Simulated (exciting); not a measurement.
**Electron–core-hole interaction in the O K spectrum of NaTlO**

How far do the exchange and direct terms reshape the O K edge of NaTlO?

Program: exciting sodium. Level of theory: X-ray absorption, core-level Bethe-Salpeter equation, exchange and statically screened direct term, Tamm-Dancoff, all-electron LAPW+lo LDA. Results are calculated unless marked as measured.

Most raw output is cut from this account.

## Step 1: Starting point

Symmetry: P6_3mc, No. 186, hexagonal system. Conventional cell: a = 3.484 Å, b = 3.484 Å, c = 11.395 Å, α = 90.00°, β = 90.00°, γ = 120.00°. Nearest to Tl lie 3 O at 2.47 Å. Nearest to Na lie 3 O at 2.29 Å. O has 3 Na at 2.29 Å and 3 Tl at 2.47 Å nearest. Farther neighbours and most contacts between anions are not listed.

As a file:

```cif
data_structure
_symmetry_space_group_name_H-M 'P 1'
_symmetry_Int_Tables_number 1
_cell_length_a 3.4844
_cell_length_b 3.4844
_cell_length_c 11.3946
_cell_angle_alpha 90.000
_cell_angle_beta 90.000
_cell_angle_gamma 120.000
_cell_volume 119.81
loop_
_atom_site_label
_atom_site_type_symbol
_atom_site_fract_x
_atom_site_fract_y
_atom_site_fract_z
_atom_site_occupancy
Tl1 Tl 0.66667 0.33333 0.61572 1
Tl2 Tl 0.33333 0.66667 0.11572 1
Na3 Na 0.33333 0.66667 0.39389 1
Na4 Na 0.66667 0.33333 0.89389 1
O5 O 0.00000 0.00000 0.49040 1
O6 O 0.00000 0.00000 0.99040 1
```

Differences between curves are given as r.m.s. difference over r.m.s. height.

## Step 2: The self-consistent potential

The species files are the program's own, with muffin-tin radii set in the input.

input.xml reads:

```
<input>
  <title>NaTlO</title>
  <structure speciespath="." autormt="false" epslat="1.0e-5">
    <crystal>
      <basevect>6.5845364187 0.0000000000 0.0000000000</basevect>
      <basevect>-3.2922682094 5.7023758107 0.0000000000</basevect>
      <basevect>0.0000000000 0.0000000000 21.5326574787</basevect>
    </crystal>
    <species speciesfile="Tl.xml" rmt="2.300">
      <atom coord="0.6666666667 0.3333333333 0.6157190300"/>
      <atom coord="0.3333333333 0.6666666667 0.1157190300"/>
    </species>
    <species speciesfile="Na.xml" rmt="2.240">
      <atom coord="0.3333333333 0.6666666667 0.3938852900"/>
      <atom coord="0.6666666667 0.3333333333 0.8938852900"/>
    </species>
    <species speciesfile="O.xml" rmt="1.963">
      <atom coord="0.0000000000 0.0000000000 0.4903956800"/>
      <atom coord="0.0000000000 0.0000000000 0.9903956800"/>
    </species>
  </structure>
  <groundstate do="fromscratch" xctype="LDA_PW" ngridk="6 6 1" rgkmax="7" gmaxvr="14" nempty="8" swidth="0.001" maxscl="100" epsengy="1e-5"/>
</input>
```

Command:

```console
> OMP_NUM_THREADS=1 mpirun -n 4 exciting
```

The job ended after 81 s (4 MPI ranks of Intel Xeon at 2.70GHz, shared host).

The mesh shows a gap of 0.96 eV. Core levels (Dirac, from the valence top):

| atom | level | energy (eV) |
| --- | --- | --- |
| O | 1s1/2 | -500.3 |

## Step 3: A richer basis for the empty states

Each species file gets more local orbitals, built from u and its energy derivative at 0.15 Ha and u at 0.9 Ha.

input.xml is that of step 2.

SPECIES.xml, added lines reads:

```
<lo l="L">  <!-- L = 0, 1, 2, and 3 from Cs on -->
  <wf matchingOrder="0" trialEnergy="0.1500" searchE="false"/>
  <wf matchingOrder="1" trialEnergy="0.1500" searchE="false"/>
  <wf matchingOrder="0" trialEnergy="0.9000" searchE="false"/>
</lo>
```

Command:

```console
> OMP_NUM_THREADS=1 mpirun -n 4 exciting
```

The job ended after 87 s (4 MPI ranks).

Against the first ground state the total energy moves by -10 meV an atom and the gap by -0.01 eV.

## Step 4: Screening, kernels and BSE for O atom 5

The absorber has 3 Na at 2.29 Å and 3 Tl at 2.47 Å (distorted octahedral, site symmetry 3m).

Edit input.xml of step 3 so:

```diff
@@ -21,3 +21,20 @@
   </structure>
-  <groundstate do="fromscratch" xctype="LDA_PW" ngridk="6 6 1" rgkmax="7" gmaxvr="14" nempty="8" swidth="0.001" maxscl="100" epsengy="1e-5"/>
+  <groundstate do="skip" xctype="LDA_PW" ngridk="6 6 1" rgkmax="7" gmaxvr="14" nempty="8" swidth="0.001" maxscl="100" epsengy="1e-5"/>
+  <xs xstype="BSE" ngridk="5 5 1" ngridq="5 5 1" vkloff="0.097 0.273 0.493" rgkmax="7" nempty="44" gqmax="3" lmaxapwwf="5" lmaxemat="2" broad="0.01654" tevout="true">
+    <energywindow intv="17.976 19.593" points="439"/>
+    <screening screentype="full" nempty="73"/>
+    <BSE xas="true" xasspecies="3" xasatom="1" xasedge="K" bsetype="singlet" nstlxas="1 40"/>
+    <qpointset>
+      <qpoint>0 0 0</qpoint>
+    </qpointset>
+    <plan>
+      <doonly task="xsgeneigvec"/>
+      <doonly task="writepmatxs"/>
+      <doonly task="scrgeneigvec"/>
+      <doonly task="scrwritepmat"/>
+      <doonly task="screen"/>
+      <doonly task="scrcoulint"/>
+      <doonly task="exccoulint"/>
+    </plan>
+  </xs>
 </input>
```

input.xml for the last start (plan only) reads:

```
  <plan>
    <doonly task="bse"/>
  </plan>
```

Command:

```console
> OMP_NUM_THREADS=1 mpirun -n 4 exciting
> OMP_NUM_THREADS=4 exciting
```

It took 19 min on 4 MPI ranks.

Wall time by task: xsgeneigvec 14 s, writepmatxs 12 s, scrgeneigvec 11 s, scrwritepmat 12 s, screen 2.9 min, scrcoulint 3.7 min, exccoulint 11 min, bse 12 s.

The O K spectrum of O atom 5 (energy from the Kohn–Sham onset, core level to the lowest empty state found on the meshes used, 501.15 eV; the ground-state mesh sets it, and the shifted mesh has its lowest transition 1.07 eV above it; Im ε scaled to the maximum of the singlet run; cut below the end of the band set):

| E (eV) | isotropic | ε ⊥ c | ε ∥ c |
| --- | --- | --- | --- |
| -3.5 | 0.02 | 0.02 | 0.03 |
| -3.0 | 0.03 | 0.03 | 0.03 |
| -2.5 | 0.04 | 0.03 | 0.04 |
| -2.0 | 0.05 | 0.04 | 0.06 |
| -1.5 | 0.06 | 0.06 | 0.08 |
| -1.0 | 0.10 | 0.08 | 0.13 |
| -0.5 | 0.17 | 0.13 | 0.25 |
| 0.0 | 0.38 | 0.25 | 0.64 |
| 0.5 | 0.82 | 0.60 | 1.25 |
| 1.0 | 1.00 | 1.07 | 0.85 |
| 1.5 | 0.81 | 0.92 | 0.57 |
| 2.0 | 0.57 | 0.65 | 0.42 |
| 2.5 | 0.49 | 0.55 | 0.37 |
| 3.0 | 0.69 | 0.80 | 0.49 |
| 3.5 | 0.56 | 0.63 | 0.41 |
| 4.0 | 0.45 | 0.48 | 0.39 |
| 4.5 | 0.46 | 0.42 | 0.56 |
| 5.0 | 0.47 | 0.41 | 0.59 |
| 5.5 | 0.43 | 0.41 | 0.47 |
| 6.0 | 0.31 | 0.30 | 0.33 |
| 6.5 | 0.24 | 0.24 | 0.25 |
| 7.0 | 0.25 | 0.24 | 0.26 |
| 7.5 | 0.37 | 0.36 | 0.38 |
| 8.0 | 0.33 | 0.36 | 0.27 |
| 8.5 | 0.27 | 0.32 | 0.18 |
| 9.0 | 0.31 | 0.37 | 0.18 |
| 9.5 | 0.25 | 0.28 | 0.19 |
| 10.0 | 0.21 | 0.21 | 0.20 |
| 10.5 | 0.20 | 0.17 | 0.25 |
| 11.0 | 0.18 | 0.16 | 0.24 |
| 11.5 | 0.19 | 0.17 | 0.24 |
| 12.0 | 0.24 | 0.21 | 0.30 |
| 12.5 | 0.30 | 0.24 | 0.42 |
| 13.0 | 0.27 | 0.21 | 0.39 |
| 13.5 | 0.23 | 0.17 | 0.34 |
| 14.0 | 0.22 | 0.17 | 0.32 |
| 14.5 | 0.24 | 0.20 | 0.33 |
| 15.0 | 0.25 | 0.24 | 0.26 |
| 15.5 | 0.27 | 0.31 | 0.20 |
| 16.0 | 0.26 | 0.29 | 0.21 |
| 16.5 | 0.23 | 0.23 | 0.23 |
| 17.0 | 0.23 | 0.21 | 0.26 |
| 17.5 | 0.23 | 0.25 | 0.18 |
| 18.0 | 0.26 | 0.30 | 0.17 |

Maxima (height): 0.9 eV (1.00), 3.0 eV (0.70), 4.7 eV (0.48), 7.6 eV (0.39), 9.1 eV (0.31), 12.6 eV (0.30) and 15.7 eV (0.29).

The Hamiltonian has 2000 rows. The lowest groups of eigenvalues and the brightest ones, on the scale above (the program counts from the shifted mesh's onset, 1.07 eV higher). Core spinors bring spin-forbidden partners, so dark means forbidden by spin or by symmetry, and the shifted mesh splits states that symmetry would keep together:

| energy (eV) | states within 10 meV | relative strength |
| --- | --- | --- |
| 0.376 | 1 | dark |
| 0.398 | 1 | 1.00 |
| 0.563 | 1 | dark |
| 0.575 | 1 | 0.66 |
| 0.672 | 2 | 0.13 |
| 0.782 | 2 | 0.48 |
| 0.864 | 1 | 0.48 |
| 0.890 | 2 | 0.40 |
| 1.008 | 2 | 0.35 |
| 2.954 | 1 | 0.71 |

## Step 5: Independent particles

Edit input.xml of step 4 so:

```diff
@@ -25,3 +25,3 @@
     <screening screentype="full" nempty="73"/>
-    <BSE xas="true" xasspecies="3" xasatom="1" xasedge="K" bsetype="singlet" nstlxas="1 40"/>
+    <BSE xas="true" xasspecies="3" xasatom="1" xasedge="K" bsetype="IP" nstlxas="1 40"/>
     <qpointset>
@@ -30,9 +30,3 @@
     <plan>
-      <doonly task="xsgeneigvec"/>
-      <doonly task="writepmatxs"/>
-      <doonly task="scrgeneigvec"/>
-      <doonly task="scrwritepmat"/>
-      <doonly task="screen"/>
-      <doonly task="scrcoulint"/>
-      <doonly task="exccoulint"/>
+      <doonly task="bse"/>
     </plan>
```

Command:

```console
> OMP_NUM_THREADS=4 exciting
```

Wall time 3 s (4 threads).

Maxima (height): 2.1 eV (0.56), 4.0 eV (0.57), 6.0 eV (0.54), 8.4 eV (0.42) and 9.9 eV (0.35); 3 lower ones aren't listed. Against the singlet run the r.m.s. difference is 52 %. Moving the earlier curve by +1.1 eV leaves 30 %. The highest maximum lies at 4.0 eV (0.57), against 0.9 eV (1.00).

## Step 6: Exchange alone

Edit input.xml of step 5 so:

```diff
@@ -25,3 +25,3 @@
     <screening screentype="full" nempty="73"/>
-    <BSE xas="true" xasspecies="3" xasatom="1" xasedge="K" bsetype="IP" nstlxas="1 40"/>
+    <BSE xas="true" xasspecies="3" xasatom="1" xasedge="K" bsetype="RPA" nstlxas="1 40"/>
     <qpointset>
```

Command:

```console
> OMP_NUM_THREADS=4 exciting
```

The job ended after 12 s (4 threads).

Maxima (height): 2.1 eV (0.53), 4.0 eV (0.55), 6.0 eV (0.54), 8.4 eV (0.43) and 9.9 eV (0.35); 3 lower ones aren't listed. The spectrum differs from the independent-particle run by 2 % r.m.s.

## Step 7: A changed run

In this try the input is made faulty on purpose, to show what that does.

Edit input.xml of step 6 so:

```diff
@@ -24,4 +24,4 @@
     <energywindow intv="17.976 19.593" points="439"/>
-    <screening screentype="full" nempty="73"/>
-    <BSE xas="true" xasspecies="3" xasatom="1" xasedge="K" bsetype="RPA" nstlxas="1 40"/>
+    <screening screentype="full" nempty="8"/>
+    <BSE xas="true" xasspecies="3" xasatom="1" xasedge="K" bsetype="singlet" nstlxas="1 40"/>
     <qpointset>
@@ -30,3 +30,6 @@
     <plan>
-      <doonly task="bse"/>
+      <doonly task="scrgeneigvec"/>
+      <doonly task="scrwritepmat"/>
+      <doonly task="screen"/>
+      <doonly task="scrcoulint"/>
     </plan>
```

input.xml for the last start (plan only) reads:

```
  <plan>
    <doonly task="bse"/>
  </plan>
```

Command:

```console
> OMP_NUM_THREADS=1 mpirun -n 4 exciting
> OMP_NUM_THREADS=4 exciting
```

The job ended after 5.1 min (4 MPI ranks).

Wall time by task: scrgeneigvec 18 s, scrwritepmat 12 s, screen 55 s, scrcoulint 3.4 min, bse 13 s.

The input has a fault: far too few empty states in the screening. Against the singlet run the r.m.s. difference is 13 %. The highest maximum lies at 0.7 eV (1.12), against 0.9 eV (1.00). The first bright state moves from 0.40 to 0.27 eV. Too few states underscreen, so the attraction is too strong.

| E (eV) | first run | this run |
| --- | --- | --- |
| -3.0 | 0.03 | 0.03 |
| -2.0 | 0.05 | 0.05 |
| -1.0 | 0.10 | 0.12 |
| 0.0 | 0.38 | 0.57 |
| 1.0 | 1.00 | 1.05 |
| 2.0 | 0.57 | 0.53 |
| 3.0 | 0.69 | 0.67 |
| 4.0 | 0.45 | 0.42 |
| 5.0 | 0.47 | 0.45 |
| 6.0 | 0.31 | 0.29 |
| 7.0 | 0.25 | 0.24 |
| 8.0 | 0.33 | 0.30 |
| 9.0 | 0.31 | 0.29 |
| 10.0 | 0.21 | 0.20 |
| 11.0 | 0.18 | 0.18 |
| 12.0 | 0.24 | 0.23 |
| 13.0 | 0.27 | 0.26 |
| 14.0 | 0.22 | 0.21 |
| 15.0 | 0.25 | 0.24 |
| 16.0 | 0.26 | 0.26 |
| 17.0 | 0.23 | 0.22 |
| 18.0 | 0.26 | 0.25 |

## Step 8: Coarser mesh

Changed against the first singlet run: k mesh from 5×5×1 to 2×2×1.

Edit input.xml of step 7 so:

```diff
@@ -22,5 +22,5 @@
   <groundstate do="skip" xctype="LDA_PW" ngridk="6 6 1" rgkmax="7" gmaxvr="14" nempty="8" swidth="0.001" maxscl="100" epsengy="1e-5"/>
-  <xs xstype="BSE" ngridk="5 5 1" ngridq="5 5 1" vkloff="0.097 0.273 0.493" rgkmax="7" nempty="44" gqmax="3" lmaxapwwf="5" lmaxemat="2" broad="0.01654" tevout="true">
+  <xs xstype="BSE" ngridk="2 2 1" ngridq="2 2 1" vkloff="0.097 0.273 0.493" rgkmax="7" nempty="44" gqmax="3" lmaxapwwf="5" lmaxemat="2" broad="0.01654" tevout="true">
     <energywindow intv="17.976 19.593" points="439"/>
-    <screening screentype="full" nempty="8"/>
+    <screening screentype="full" nempty="73"/>
     <BSE xas="true" xasspecies="3" xasatom="1" xasedge="K" bsetype="singlet" nstlxas="1 40"/>
@@ -30,2 +30,4 @@
     <plan>
+      <doonly task="xsgeneigvec"/>
+      <doonly task="writepmatxs"/>
       <doonly task="scrgeneigvec"/>
@@ -34,2 +36,3 @@
       <doonly task="scrcoulint"/>
+      <doonly task="exccoulint"/>
     </plan>
```

input.xml for the last start (plan only) reads:

```
  <plan>
    <doonly task="bse"/>
  </plan>
```

Run time: 3.1 min. Hardware: 4 MPI ranks.

Wall time by task: xsgeneigvec 10 s, writepmatxs 10 s, scrgeneigvec 5.8 s, scrwritepmat 10 s, screen 26 s, scrcoulint 19 s, exccoulint 1.7 min, bse 1.7 s.

These settings are cheaper. Against the singlet run the r.m.s. difference is 40 %. The highest maximum lies at -0.2 eV (0.90), against 0.9 eV (1.00). The first bright state moves from 0.40 to -0.19 eV. The lowest bare transition of this run lies at 1.66 eV, against 1.07. A coarse mesh samples few band energies, and it inflates the long-range part of the attraction.

| E (eV) | first run | this run |
| --- | --- | --- |
| -4.0 | 0.02 | 0.02 |
| -3.0 | 0.03 | 0.04 |
| -2.0 | 0.05 | 0.07 |
| -1.0 | 0.10 | 0.24 |
| 0.0 | 0.38 | 0.80 |
| 1.0 | 1.00 | 0.53 |
| 2.0 | 0.57 | 0.63 |
| 3.0 | 0.69 | 0.61 |
| 4.0 | 0.45 | 0.39 |
| 5.0 | 0.47 | 0.45 |
| 6.0 | 0.31 | 0.27 |
| 7.0 | 0.25 | 0.33 |
| 8.0 | 0.33 | 0.27 |
| 9.0 | 0.31 | 0.26 |
| 10.0 | 0.21 | 0.20 |
| 11.0 | 0.18 | 0.17 |
| 12.0 | 0.24 | 0.28 |
| 13.0 | 0.27 | 0.23 |
| 14.0 | 0.22 | 0.25 |
| 15.0 | 0.25 | 0.25 |
| 16.0 | 0.26 | 0.18 |
| 17.0 | 0.23 | 0.26 |
| 18.0 | 0.26 | 0.27 |

## Step 9: The levels of theory side by side

| level | curve passes 0.15 (eV) | highest maximum (eV) | its height |
| --- | --- | --- | --- |
| IP | 0.8 | 4.0 | 0.57 |
| RPA | 0.8 | 4.0 | 0.55 |
| singlet | -0.6 | 0.9 | 1.00 |

| E (eV) | IP | RPA | singlet |
| --- | --- | --- | --- |
| -3.0 | 0.01 | 0.01 | 0.03 |
| -2.0 | 0.02 | 0.02 | 0.05 |
| -1.0 | 0.03 | 0.03 | 0.10 |
| 0.0 | 0.06 | 0.06 | 0.38 |
| 1.0 | 0.23 | 0.21 | 1.00 |
| 2.0 | 0.55 | 0.52 | 0.57 |
| 3.0 | 0.35 | 0.34 | 0.69 |
| 4.0 | 0.57 | 0.55 | 0.45 |
| 5.0 | 0.49 | 0.48 | 0.47 |
| 6.0 | 0.54 | 0.54 | 0.31 |
| 7.0 | 0.34 | 0.35 | 0.25 |
| 8.0 | 0.36 | 0.36 | 0.33 |
| 9.0 | 0.30 | 0.31 | 0.31 |
| 10.0 | 0.34 | 0.34 | 0.21 |
| 11.0 | 0.24 | 0.24 | 0.18 |
| 12.0 | 0.20 | 0.20 | 0.24 |
| 13.0 | 0.29 | 0.29 | 0.27 |
| 14.0 | 0.27 | 0.27 | 0.22 |
| 15.0 | 0.28 | 0.28 | 0.25 |
| 16.0 | 0.30 | 0.30 | 0.26 |
| 17.0 | 0.28 | 0.28 | 0.23 |
| 18.0 | 0.26 | 0.26 | 0.26 |

## Step 10: Outcome

```json
{"absorber and edge": "O K, atom 5", "surroundings": "3 Na at 2.29 Å and 3 Tl at 2.47 Å (distorted octahedral, site symmetry 3m)", "first bright state": "0.40 eV from the Kohn–Sham onset, on this mesh", "highest maximum": "0.9 eV", "cost of the BSE run": "19 min on 4 MPI ranks of Intel Xeon at 2.70GHz, shared host; the last task ran on as many threads"}
```

In words: Is a core exciton bound? Undecided on this mesh: the first bright state (over 5 % of the brightest) lies at 0.40 eV from the Kohn–Sham onset and at -0.67 eV from the lowest bare transition of its own mesh. Exchange alone changes the independent-particle spectrum by 2 % r.m.s. Binding energies aren't converged on 25 k points, and fine structure above the first lines is partly noise of the mesh. The kernel cutoff is low for a compact core orbital, so the effect of exchange is a lower bound. The zero comes from the unshifted 6×6×1 ground-state mesh; it is exact only where the band minimum lies on that mesh. The Kohn–Sham onset, 501 eV, is no photon energy: the scale needs a rigid shift. Bands and screening come from semilocal DFT, whose small gap overscreens. Vibrations and energy-dependent lifetimes are left out. The structure is a Materials Project entry, computed there, and may be a hypothetical form.

[Logs are printed without paths, hosts, clocks, repeated set-up lines and the standing remarks that a program may print on its own settings, such as how far it seeks lower states.]

[Hosts, paths, dates, database ids (printed as entryN), source tags and the programs' standing remarks are cut or masked in the printed files.]
